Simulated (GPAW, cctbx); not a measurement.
## How far are the atoms of KRb2NiI6 from free atoms?

Aim: compute the bonding part of the density of KRb2NiI6, find which reflections carry it, and see how it biases an ordinary refinement.

The start was made by putting kin elements into a known structure type; the compound need not exist, or be stable, in this form. All numbers below are calculated.

## Step 1: Find the equilibrium geometry

The density hangs on the geometry, so cell and atoms are relaxed first, with the symmetry held. The cutoff is set higher than for the density because stress converges slowly with plane waves.

Settings: GPAW 26.7.0, PBE, 570 eV, 2×2×2 k-points, Fermi–Dirac width 0.05 eV, spin-polarised, BFGS to 0.03 eV/Å.

```text
cell
1.0
     0.000000000    5.695000000    5.695000000
     5.695000000    0.000000000    5.695000000
     5.695000000    5.695000000    0.000000000
I Rb Ni K
6 2 1 1
Direct
0.788400000 0.788400000 0.211600000
0.211600000 0.211600000 0.788400000
0.788400000 0.211600000 0.788400000
0.211600000 0.788400000 0.211600000
0.211600000 0.788400000 0.788400000
0.788400000 0.211600000 0.211600000
0.750000000 0.750000000 0.750000000
0.250000000 0.250000000 0.250000000
0.000000000 0.000000000 0.000000000
0.500000000 0.500000000 0.500000000
```

```console
$ OMP_NUM_THREADS=1 mpirun -n 4 gpaw python run.py > gpaw.log
```

```text
BFGS:    0      -25.454394        3.084295
BFGS:    1      -26.255318        2.161975
BFGS:    2      -27.260016        0.708665
BFGS:    3      -27.360149        0.553279
...
BFGS:    8      -27.651203        0.365450
BFGS:    9      -27.699087        0.160715
BFGS:   10      -27.708376        0.019111
cell  8.5344 8.5344 8.5344  60.00 60.00 60.00
volume 439.540 A^3, largest force 0.018 eV/A, largest stress 0.06 GPa
```

The cell moved far, while the k-mesh and basis were chosen for the start, so the final shape may be somewhat biased.

After 10 steps the volume has changed by +19.0 % and the energy by -2.254 eV; the largest stress left is 0.06 GPa. It took 6 min on 4 cores of Arm Neoverse V2 (shared host), peak memory 2 GiB.

Relaxed structure: Fm-3m (no. 225), a = 12.0694 Å, b = 12.0694 Å, c = 12.0694 Å, α = 90.00°, β = 90.00°, γ = 90.00°.

```
atom  mult.    x    y       z
  I1     24    0    0  0.7771
 Rb1      8  1/4  1/4     3/4
 Ni1      4    0    0       0
  K1      4  1/2    0       0
```

## Step 2: Density and charge transfer

X-rays see the whole electron density, so the PAW density is rebuilt with its core regions. Subtracting spherical free atoms from the same code cancels the cores and leaves the deformation density Δρ, the part due to bonding.

Settings: PBE, 450 eV, 3×3×3 k-points, Fermi–Dirac width 0.05 eV, spin-polarised; primitive cell of 10 atoms.

```console
$ OMP_NUM_THREADS=1 mpirun -n 4 gpaw python run.py > gpaw.log
```

```text
|iter:   1|       0s |  -28.135760 | +0.11 |       |  +1.5028|
|iter:   2|       2s |  -27.768562 | -1.52 | -1.21 |  +1.4745|
|iter:   3|       4s |  -27.646107 | -2.12 | -1.29 |  +1.4024|
...
|iter:  11|      23s |  -27.664509c| -6.62 | -4.24c|  +1.0084|
|iter:  12|      25s |  -27.664510c| -7.38 | -4.76c|  +1.0086|
|iter:  13|      26s |  -27.664511c| -7.83c| -5.30c|  +1.0086|
```

```text
grid (84, 84, 84)  electrons 439.000  moved by bonding 1.745 e
deformation density beyond 0.5 A of the nuclei: max 0.546, min -0.622 e/A^3
atom        x       y       z   Voronoi charge  moment
I 1    0.7771  0.7771  0.2229     -0.122       0.02
I 2    0.2229  0.2229  0.7771     -0.122       0.02
I 3    0.7771  0.2229  0.7771     -0.122       0.02
I 4    0.2229  0.7771  0.2229     -0.122       0.02
I 5    0.2229  0.7771  0.7771     -0.122       0.02
I 6    0.7771  0.2229  0.2229     -0.122       0.02
Rb7    0.7500  0.7500  0.7500      0.303      -0.00
Rb8    0.2500  0.2500  0.2500      0.303      -0.00
Ni9    0.0000  0.0000  0.0000     -0.041       0.76
K 10   0.5000  0.5000  0.5000      0.170       0.01
mean inner potential of superposed free atoms 11.170 V
total magnetic moment 1.009 muB
```

Deformation density in a plane through the shortest contact of the I atom at the origin, in 0.01 e/Å³ (clipped at ±99); x from -1.6 to 4.3 Å, y from 2.4 down to -2.4 Å:

```text
  0   0   0   0   0   0   0   1   1   0  -1   .  -1   0   1   0
  0   0   0   0   0   0   0   0   0  -1  -4  -4  -4  -1   0   0
  0   0   1   1   1   0   0   0   0   0   2   2   2   0   0   0
  0   0   1   2   2   1   0   0   0   0   2   3   2   0   0   0
  0   0   1   2   2   0  -1   0   0  -1  -4 -12  -3  -1   0   0
  0  -1  -2  -1   .  -1  -3   2   2  -3  25   .  18  -3   2   2
  0  -1  -3   .   .   .  -4   3   2 -15   .   .   . -11   3   2
  0  -1  -2  -1   .  -1  -3   2   2  -3  23   .  20  -3   2   2
  0   0   1   2   2   0  -1   0   0  -1  -4 -12  -3  -1   0   0
  0   0   1   2   2   1   0   0   0   0   2   3   2   0   0   0
  0   0   1   1   1   0   0   0   0   0   2   2   2   0   0   0
  0   0   0   0   0   0   0   0   0  -1  -4  -4  -4  -1   0   0
  0   0   0   0   0   0   0   1   1   0  -1   .  -1   0   1   0
```

Atoms in or within 0.15 Å of the plane: I (0.0, 0.0), Ni (2.7, 0.0) Å. Dots mark points within about 0.45 Å of a nucleus; large values next to them are atomic features.

I gains most (-0.12 e) and Rb loses most (+0.30 e), as electronegativity suggests. Such charges fall far short of formal ones, since overlapping free atoms already put density on their neighbours. Along the shortest contact from the I atom at the map's origin, I–Ni at 2.69 Å, Δρ is +0.04 e/Å³ at the midpoint: little piles up between the atoms. At the midpoints of other shortest contacts it is 0.00 (I–K, 3.34 Å) e/Å³. Point values carry grid noise of about 0.01 e/Å³. The cell's moment is 1.01 μB; the largest inside an atomic sphere is 0.76 μB. The run needed 13 iterations, 37 s.

## Step 3: Structure factors

The Fourier components of Δρ, added to those of the free atoms, give the static X-ray structure factors; the Mott–Bethe relation turns them into the Fourier components V of the potential that fast electrons feel.

```text
static structure factors of the conventional cell: F in electrons, V (Mott-Bethe) in volts
   h  k  l      d  |F| table  |F| free   |F| DFT   change   |V| free  |V| DFT  change %
   1  1  1  6.9683   243.162   243.162   243.659    0.497     1.011    0.948     -6.2
   0  2  0  6.0347   322.221   322.208   323.492    1.284     1.714    1.592     -7.1
   0  2  2  4.2672    90.929    91.111    89.892   -1.219     0.826    0.884      7.0
   1  3  1  3.6391    20.575    20.611    20.283   -0.329     0.238    0.250      4.8
   2  2  2  3.4841  1141.646  1142.219  1143.353    1.134     5.222    5.186     -0.7
   0  4  0  3.0173  1391.771  1392.269  1393.712    1.443     6.396    6.362     -0.5
   1  3  3  2.7689   247.435   247.841   247.462   -0.380     1.166    1.173      0.7
   0  4  2  2.6988   196.219   196.162   196.858    0.696     0.946    0.933     -1.4
   2  4  2  2.4637     2.993     2.458     4.212    1.754     0.187    0.159    -14.9
   3  3  3  2.3228   451.330   452.097   451.769   -0.328     1.867    1.872      0.2
   1  5  1  2.3228   393.999   393.838   393.930    0.092     1.464    1.463     -0.1
   0  4  4  2.1336  1179.552  1179.759  1179.241   -0.518     4.601    4.607      0.1
   1  5  3  2.0401   169.602   169.170   169.270    0.101     0.544    0.542     -0.2
   2  4  4  2.0116   106.487   106.089   106.195    0.106     0.481    0.480     -0.2
```

The largest X-ray change is +1.75 e on 242, 71.4 % of |F|. For electrons V goes as (Z − F)/g², and among components above 0.1 V the largest relative change is this: |V| of 242 moves by -14.9 % (0.19 to 0.16 V) against +71.4 % in |F|. The tabulated Hartree–Fock atoms differ from the free DFT atoms by up to 0.77 e, so the choice of reference atom matters too.

## Step 4: How cheap can the run be?

Cutoff and k-mesh: one is changed at a time, to find what the result needs.

```csv
run,ΔF 242 (e),ΔF 040 (e),ΔF 020 (e),q(I) (e),moved (e),time
450 eV 3×3×3,+1.754,+1.443,+1.284,-0.122,1.745,37 s
250 eV 3×3×3,+1.697,+1.387,+1.263,-0.120,1.705,16 s
350 eV 3×3×3,+1.737,+1.431,+1.277,-0.123,1.726,27 s
750 eV 3×3×3,+1.758,+1.443,+1.284,-0.120,1.747,80 s
450 eV 1×1×1,+1.920,+2.456,+1.697,-0.168,2.144,15 s
450 eV 2×2×2,+1.745,+1.472,+1.305,-0.123,1.747,29 s
```

Within 0.04 e of the base on all three: 350 eV 3×3×3, 450 eV 2×2×2 and 750 eV 3×3×3. The largest error, 1.013 e, comes with 450 eV 1×1×1. The moved charge is off by up to 23 % among these runs. Times are from shared hosts.

## Step 5: Refining ordinary atoms against data with bonding

Routine crystallography fits spherical atoms. To see the bias, intensities are simulated from tabulated atoms plus the DFT change ΔF, so that bonding alone can misfit (28762 reflections of the full sphere, merged to the counts below, to 0.4 Å, 1.5 % proportional noise plus counting noise, assumed isotropic U as listed, Δρ smeared by the mean U) and refined with cctbx over different ranges.

```csv
range,data,R1,GooF,U I1 (true 0.0042),U Rb1 (true 0.0048),U Ni1 (true 0.0053),U K1 (true 0.0061),largest shift (Å),"Δρ max, min (e/Å³)"
all data,785,0.0034,1.03,0.0042,0.0048,0.0053,0.0061,0.0000,"0.87, -1.11"
"low resolution, d > 0.84",110,0.0023,1.01,0.0042,0.0048,0.0054,0.0061,0.0001,"0.09, -0.11"
"high order, d < 0.75",641,0.0040,1.03,0.0042,0.0048,0.0053,0.0061,0.0000,"0.74, -1.12"
"occupancies free, d > 0.7",175,0.0025,1.04,0.0042,0.0047,0.0055,0.0060,0.0001,"0.12, -0.26"
```

With all data GooF is 1.03, so at this noise the bonding hardly shows; the top residual peak lies 0.00 Å from Ni and 2.69 Å from I, on the atom. No U is off by more than 3 s.u. at low resolution. With I1 held at 1 and the scale free, the other occupancies refine to Rb1 0.999(0.001), Ni1 1.004(0.002) and K1 0.997(0.003), within three s.u. of full.

## Step 6: Answer

Bonding moves 1.75 e in the primitive cell of KRb2NiI6 and changes the structure factors of the conventional cell in the table above by at most 1.75 e (242, 71.4 %), and among reflections above 2 % of the strongest by up to 1.3 % (022). The shortest bond, I–Ni, has Δρ = +0.04 e/Å³ at its midpoint. Within 0.04 e of the base on all three: 350 eV 3×3×3, 450 eV 2×2×2 and 750 eV 3×3×3. The largest error, 1.013 e, comes with 450 eV 1×1×1. The moved charge is off by up to 23 % among these runs. With all data GooF is 1.03, so at this noise the bonding hardly shows. Limits: static density, frozen cores, no spin–orbit coupling; a ferromagnetic start is the only order tried, and the real ground state may be antiferromagnetic or insulating.

[Outputs are excerpts: Python notices, other lines and further rows are left out; steps that failed or that the build refused (PBEsol, TPSS) are not shown.]

[Logs are printed without paths, hosts, clocks, repeated set-up lines and the standing remarks that a program may print on its own settings, such as how far it seeks lower states.]
